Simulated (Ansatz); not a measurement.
In doubt: one-shot GW on d or f shells is unsure, so the values of those runs are not to be relied on.

Two G0W0 runs on Ba2CeSnO6 (Fm-3m).

It takes space group Fm-3m (No. 225, cubic). Conventional cell: a = 8.659 Å, b = 8.659 Å, c = 8.659 Å, α = 90.00°, β = 90.00°, γ = 90.00°. Nearest to Ba lie 12 O at 3.06 Å. Nearest to Ce lie 6 O at 2.23 Å. Nearest to Sn lie 6 O at 2.10 Å. Nearest to O lie 1 Sn at 2.10 Å and 1 Ce at 2.23 Å and 4 Ba at 3.06 Å. Farther neighbours and most contacts between anions are not listed.

```cif
data_structure
_symmetry_space_group_name_H-M 'P 1'
_symmetry_Int_Tables_number 1
_cell_length_a 6.1228
_cell_length_b 6.1228
_cell_length_c 6.1228
_cell_angle_alpha 60.000
_cell_angle_beta 60.000
_cell_angle_gamma 60.000
_cell_volume 162.31
loop_
_atom_site_label
_atom_site_type_symbol
_atom_site_fract_x
_atom_site_fract_y
_atom_site_fract_z
_atom_site_occupancy
Ba1 Ba 0.25000 0.25000 0.25000 1
Ba2 Ba 0.75000 0.75000 0.75000 1
Ce3 Ce 0.00000 0.00000 0.00000 1
Sn4 Sn 0.50000 0.50000 0.50000 1
O5 O 0.74213 0.25787 0.25787 1
O6 O 0.25787 0.74213 0.74213 1
O7 O 0.25787 0.74213 0.25787 1
O8 O 0.74213 0.25787 0.74213 1
O9 O 0.25787 0.25787 0.74213 1
O10 O 0.74213 0.74213 0.25787 1
```

The cell and positions are those that the Materials Project relaxed with its own functionals (PBE, PBE+U or r2SCAN), kept fixed. Spin-orbit coupling is left out unless a run names it.

The first (Ansatz 0.2.0; start PBE with 40 % exact exchange, 2×2×2 mesh, 677 empty bands, screening to 150 eV, PAW set soft_1 files; 1 × NVIDIA H100 80GB HBM3 (shared by 6 runs) with 2 threads of AMD EPYC 7R13 (Zen 3), shared host) gave, on its mesh: starting gap 6.70 eV, G0W0 gap 6.45 eV, RPA ε∞ (mean) 3.13, 44 s.

Question: The second changes start from PBE with 40 % exact exchange to PBE+U(Ce-f,2). What does it give?

It gave: starting gap 2.52 eV, G0W0 gap 4.73 eV, RPA ε∞ (mean) 4.85, 11 s. The G0W0 gap moves by −1.73 eV, −4.18 eV from the start and +2.45 eV from the correction. Σc changes by +0.97 eV at the valence top and −4.40 eV at the conduction bottom, and Σx − Vxc between them by +7.82 eV.

Limits: not at the basis limit; f levels unsure; no spin polarisation; f levels unsure; no spin-orbit coupling; coarse k mesh.

[Paths, hosts, dates, memory and timing lines, banners, echoed tables and standing remarks are left out of the program output.]

[Logs are printed without paths, hosts, clocks, repeated set-up lines and the standing remarks that a program may print on its own settings, such as how far it seeks lower states.]

[Runs of the session that timed out or met a known fault of the program may be left out.]

[Cells called generated may have been cut or substituted from an entry of the Crystallography Open Database or the Materials Project.]

[Hosts, paths, dates, database ids (printed as entryN), source tags and the programs' standing remarks are cut or masked in the printed files.]
